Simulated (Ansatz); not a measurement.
# A hypothetical structure for Rb2Na, part 2 of 2

Starting from a made-up structure for Rb2Na, the aim is the relaxed cell, its shortest contacts and, where a second run follows, its electronic structure.

Ansatz 0.2.0; DFT, PBE, plane-wave PAW, files of the set soft_1, scalar-relativistic, no spin, cell and ions relaxed at zero pressure; PAW set soft_1 (the session's first sound run).

So far: Set-up; Relaxing cell and atoms.

### Step 3. Bands of the relaxed cell

A second self-consistent run takes a narrower smearing and the mesh shown in its input; the bands follow along the standard path of the relaxed lattice.

This step: DFT, PBE, plane-wave PAW, files of the set soft_1, scalar-relativistic, no spin, bands and density of states at the relaxed cell; PAW set soft_1 (Ansatz 0.2.0).

The input, input.yaml:

```yaml
crystal:
  lattice:
    - [3.3384504082, -3.3505784967, -0.172265904]
    - [3.3384504082, 3.3505784967, -0.172265904]
    - [-2.8040300864, 0.0, 9.7618165955]
  atoms:
    - { symbol: Rb, position: [0.6455112566, 0.6455112566, 0.2919849448] }
    - { symbol: Rb, position: [0.3544887434, 0.3544887434, 0.7080150552] }
    - { symbol: Na, position: [0.0, 0.0, 0.0] }
kpoints:
  mp_grid: { grid: [8, 8, 4] }
  band_path:
    path:
      - [[0.0, 0.0, 0.0], [-0.48445833, -0.48445833, 0.11143124], [-0.50034464, -0.50034464, 0.25983298], [-0.5, -0.5, 0.5], [-0.52927066, -0.47072934, 0.5]]
      - [[-0.47072934, 0.47072934, 0.5], [0.0, 0.0, 0.5], [-0.46857203, -0.46857203, 0.9630295], [-0.49965536, -0.49965536, 0.74016702]]
      - [[-0.53142797, 0.46857203, 0.0369705], [-0.51554167, 0.48445833, -0.11143124], [-0.5, 0.5, 0.0], [0.0, 0.0, 0.0], [-0.5, 0.0, 0.0]]
      - [[-0.5, 0.0, 0.5], [0.0, 0.0, 0.0]]
    npoints: 6
scf:
  occupations: { method: fermi_dirac, width: 0.03 }
  n_extra_bands: 7
hamiltonian:
  xc: pbe
  pseudopotentials: { kind: paw, azcp: { folder: soft_1 } }
output:
  forces: true
  stress: true
  write_bands: true
  dos: { projected: true }
  write_density: true
  write_potential: true
  elf: true
  volumetric_format: npy
```

Command:

```console
$ ansatz run input.yaml --threads 4 --pin off --max-ram 8192MiB --backend cpu --events-out ev --progress --plain --runs-dir out
```

Numbers of over 12 decimals in the logs are rounded to 6 here.

What it wrote:

```text
[...]
Crystal: 3 atoms, lattice volume = 215.149 Å³
Basis set: ecut = 420 eV, 4171 PW (Γ), exchange–correlation on 64×64×144 points (8 copies of the dense FFT grid, shifted against one another)
Bands: 21, of which v1, the nominal top of the filled ones, is band 14 counted from 1 (13 counted from 0)
Symmetry: 4 space group operations
[...]
k-points: 78 of 256
[...]
SCF iter   1: F=—  HF=-8021.105442 eV  |F-HF|=—  |Δ(HF+E_count)|=         —  Δρ=4.84e-3  dr2=1.64e-1  ethr=3.10e-3  ⟨swp⟩=8.2  Hψ=9187  notcnv=0
[...]
SCF iter   9: F=-8021.071953 eV  HF=-8021.071953 eV  |F-HF|=2.00e-10  |Δ(HF+E_count)|=   1.32e-8  Δρ=6.81e-7  dr2=2.51e-9  ethr=3.70e-10  ⟨swp⟩=15.3  Hψ=11943  notcnv=0
SCF 1 converged in 9 iterations: F = -8021.071953 eV  dr2 = 2.51e-9
[...]
NSCF: frozen V_eff on 76 k-points
SCF converged after 9 iterations
Free energy (F): -8021.071953 eV
[...]
Internal energy: -8021.064160 eV  (E = F + TS)
E sigma→0 (E₀):  -8021.068056 eV
Entropy (-TS):   -0.007793 eV (-2.598 meV/atom)
Fermi energy:    1.866902 eV
[...]
--- Forces (eV/Å), atoms counted from 1 ---
  atom   1  Rb    -0.00168984     0.00000000    -0.03029530
  atom   2  Rb     0.00168984    -0.00000000     0.03029530
  atom   3  Na    -0.00000000     0.00000000    -0.00000000
  max |Σ_I F_I| component: 3.47e-18 eV/Å
--- Stress (GPa, compression-positive) ---
        0.085548      -0.000000      -0.008961
       -0.000000       0.080262       0.000000
       -0.008961       0.000000      -0.182508
  P = ⅓ Tr σ = -0.0056 GPa (-0.056 kbar)
--- Band table (eV; the first three rows and the last of 78) ---
  k-point 0: bands = [... 10 lower, -10.8978, -10.8977, -0.3159, 1.4311, 1.6179, 4.3676, 4.6240, 4.7457, ... 3 higher]
  k-point 1: bands = [... 10 lower, -10.8975, -10.8974, -0.2010, 0.7915, 2.3672, 4.1728, 4.2556, 4.7999, ... 3 higher]
  k-point 2: bands = [... 10 lower, -10.8972, -10.8971, 0.0255, 0.3570, 3.0437, 3.5380, 4.1902, 4.9379, ... 3 higher]
  k-point 77: bands = [... 10 lower, -10.9209, -10.9135, 2.4084, 2.8916, 3.1072, 3.1202, 3.7471, 3.7595, ... 3 higher]
```

Run time: 5.7 s. Hardware: 4 threads of Arm Neoverse V2, shared host; peak memory 0.64 GiB; 21 s of CPU time.

Reading the cycles: dr2 is the Hartree energy of the density residual (eV), the measure of convergence; HF is the Harris–Foulkes estimate of the energy, which meets the free energy F at convergence.

This step gave:

- free energy: -8021.0720 eV
- energy at zero smearing: -8021.0681 eV
- smearing term TS: 0.007793 eV
- Fermi energy: 1.867 eV
- pressure: -0.005566 GPa

bands.tsv at the labelled points (eV, zero at the Fermi level; the bands that come nearest the Fermi level along the path):

```
point  band 9  band 10  band 11  band 12  band 13  band 14  band 15  band 16
    Γ  -12.77   -12.77   -12.76   -12.76    -2.18    -0.44    -0.25     2.50
    Y  -12.84   -12.84   -12.79   -12.78     0.54     1.00     1.24     1.24
    F  -12.84   -12.84   -12.79   -12.78     0.55     0.99     1.24     1.25
    L  -12.85   -12.84   -12.79   -12.78     0.54     1.02     1.24     1.25
    I  -12.84   -12.84   -12.79   -12.78     0.52     0.99     1.16     1.26
   I1  -12.84   -12.84   -12.79   -12.78     0.52     0.99     1.16     1.26
    Z  -12.77   -12.77   -12.76   -12.76    -1.84    -1.51     1.18     1.67
    H  -12.84   -12.84   -12.79   -12.78     0.51     0.99     1.16     1.25
   F1  -12.84   -12.84   -12.79   -12.78     0.55     0.99     1.24     1.25
   H1  -12.84   -12.84   -12.79   -12.78     0.51     0.99     1.16     1.25
   Y1  -12.84   -12.84   -12.79   -12.78     0.54     1.00     1.24     1.24
    X  -12.84   -12.84   -12.79   -12.78     0.54     1.03     1.24     1.25
    Γ  -12.77   -12.77   -12.76   -12.76    -2.18    -0.44    -0.25     2.50
    N  -12.80   -12.79   -12.76   -12.76    -0.37    -0.24     0.43     0.82
    M  -12.80   -12.79   -12.76   -12.76    -0.37    -0.23     0.43     0.81
    Γ  -12.77   -12.77   -12.76   -12.76    -2.18    -0.44    -0.25     2.50
```

States per cell as run, both spins, in windows of 1 eV, from dos.tsv (zero at the Fermi level):

```csv
from,to,total
-8,-7,0.00
-7,-6,0.00
-6,-5,0.00
-5,-4,0.00
-4,-3,0.00
-3,-2,0.04
-2,-1,0.93
-1,0,1.97
0,1,2.53
1,2,3.94
2,3,4.24
```

A further 24.0 states lie below the table's range.

Valence density in the ac plane of the cell as run, not the conventional one, at fractional y = 0.000, with atoms of Na within 0.2 Å of it. It is the smooth field of the valence electrons, not physical close to the nuclei.

Ten steps, logarithmic in the rise over the least value, from '0' (0 e/Å³) to '9' (20 e/Å³), each cell a mean:
```
86200000000158
31000000000023
00000000000000
00000000000000
00000000000000
00000000000000
00000000000000
00000000000000
00000000000000
00000000000000
00000000000000
00000000000000
00000000000000
00000000000000
00000000000000
00000000000000
00000000000000
00000000000000
00000000000000
00000000000000
00000000000000
11000000000000
65200000000015
98300000000158
```
Columns run along a (4.7 Å), rows up along c (10.2 Å). Atoms in or near the plane, at fractional coordinates: Na at (0.00, 0.00).

Electrostatic potential energy in the ac plane of the cell as run, not the conventional one, at fractional y = 0.000, with atoms of Na within 0.2 Å of it. With pseudopotentials it is smooth inside the atoms' cores, unlike the true potential.

Values in eV, 24 rows by 14 columns, each cell a mean:
```
-21 -19  -6   1   3   4   4   4   4   3   1  -4 -17 -21
-11  -4   0   2   4   4   4   4   4   3   2  -1  -7 -13
  0   1   3   4   4   4   4   4   4   4   3   2   0   0
  3   3   4   4   4   4   4   4   4   4   4   3   3   3
  4   4   4   4   4   3   3   4   4   4   4   4   4   4
  4   4   4   3   3   3   3   3   3   4   4   4   4   4
  4   4   3   2   2   2   2   3   3   4   4   4   4   4
  4   3   3   2   2   1   2   3   3   4   4   4   4   4
  4   3   2   2   2   2   2   3   3   4   4   4   4   4
  4   3   3   2   2   2   3   3   4   4   4   4   4   4
  4   3   3   3   3   3   3   4   4   4   4   4   4   4
  4   4   4   4   4   4   4   4   4   4   4   4   4   4
  4   4   4   4   4   4   4   4   3   3   3   3   3   4
  4   4   4   4   4   4   4   3   3   3   3   3   3   3
  4   4   4   4   4   4   3   3   2   2   2   2   3   3
  4   4   4   4   4   4   3   2   2   1   2   2   3   3
  4   4   4   4   4   3   3   2   2   2   2   2   3   4
  4   4   4   4   4   4   3   3   2   2   3   3   3   4
  4   4   4   4   4   4   3   3   3   3   3   4   4   4
  4   4   4   4   4   4   4   4   4   4   4   4   4   4
  2   2   2   3   3   4   4   4   4   4   4   4   3   2
 -3  -3  -1   1   3   4   4   4   4   4   4   3   1  -1
-20 -18  -8   0   2   4   4   4   4   4   3   0  -5 -16
-21 -21 -12  -1   2   4   4   4   4   4   2  -2 -16 -21
```
Columns run along a (4.7 Å; values clipped at the 3rd and 97th percentile), rows up along c (10.2 Å). Atoms in or near the plane, at fractional coordinates: Na at (0.00, 0.00).

ELF in the ac plane of the cell as run, not the conventional one, at fractional y = 0.000, with atoms of Na within 0.2 Å of it. It is the smooth field of the valence electrons, not physical close to the nuclei.

Ten even steps from '_' (0.04) to '@' (0.62), each cell a mean:
```
##%%--__::%%@@@@%%--__::%%##
++::__..**%%%%@@%%==____==**
____::**%%######%%##::______
==**####++======**####++----
@@##++::........--++%%@@@@@@
**--..__________..::**%%@@%%
--..______________..==**##**
..________________..--++**==
__________________..==++++--
..______________..--++**++--
..____________..--==++++==--
--::........::------::::----
--========----::..______....
::==++++++--..______________
..==++++--..________________
..==++++::__________________
--++**++::__________________
**%%%%**--..______________::
@@@@@@%%++--..________..==**
####%%%%%%**--::::::--++##%%
..__..--**%%##**++**####==::
::..____::##%%%%%%%%**::____
%%%%==__..**@@@@@@##::__--##
==%%**__..**@@@@%%++__..####
```
Columns run along a (4.7 Å), rows up along c (10.2 Å). Atoms in or near the plane, at fractional coordinates: Na at (0.00, 0.00).

### Step 4. Summary of results

```json
{"space group, relaxed": "C2/m", "conventional cell": "a = 6.686, b = 6.701, c = 10.157 Å; α = 90.0°, β = 109.0°, γ = 90.0°", "volume per atom": "71.72 Å³ (guess 70.44)"}
```

**Reading.** Rb2Na relaxes to C2/m with a = 6.686, b = 6.701 and c = 10.157 Å. The guessed volume was 2 % too small. The space group C2/m was held in the relaxation, so the end point is a stationary structure within it and may be a saddle against distortions or other arrangements. Bands cross the Fermi level, so it is a metal or semimetal at this level. The electron count is odd, which forces that without spin polarisation or a larger cell. On the 8×8×4 mesh with the narrower smearing (relaxed on 7×7×3) the largest force component is 0.030 eV/Å and the largest stress component is 0.183 GPa, against the relaxation's thresholds of 0.015 eV/Å and 0.05 GPa. The cutoff wasn't tested. A vector of the cell changed its length by 15 %, more than the volume shows. No dispersion term is used, so weakly bound directions may come out too long. Nothing here tests whether the compound is stable against decomposition.

[Logs are printed without paths, hosts, clocks, repeated set-up lines and the standing remarks that a program may print on its own settings, such as how far it seeks lower states.]

[Hosts, paths, dates, database ids (printed as entryN), source tags and the programs' standing remarks are cut or masked in the printed files.]
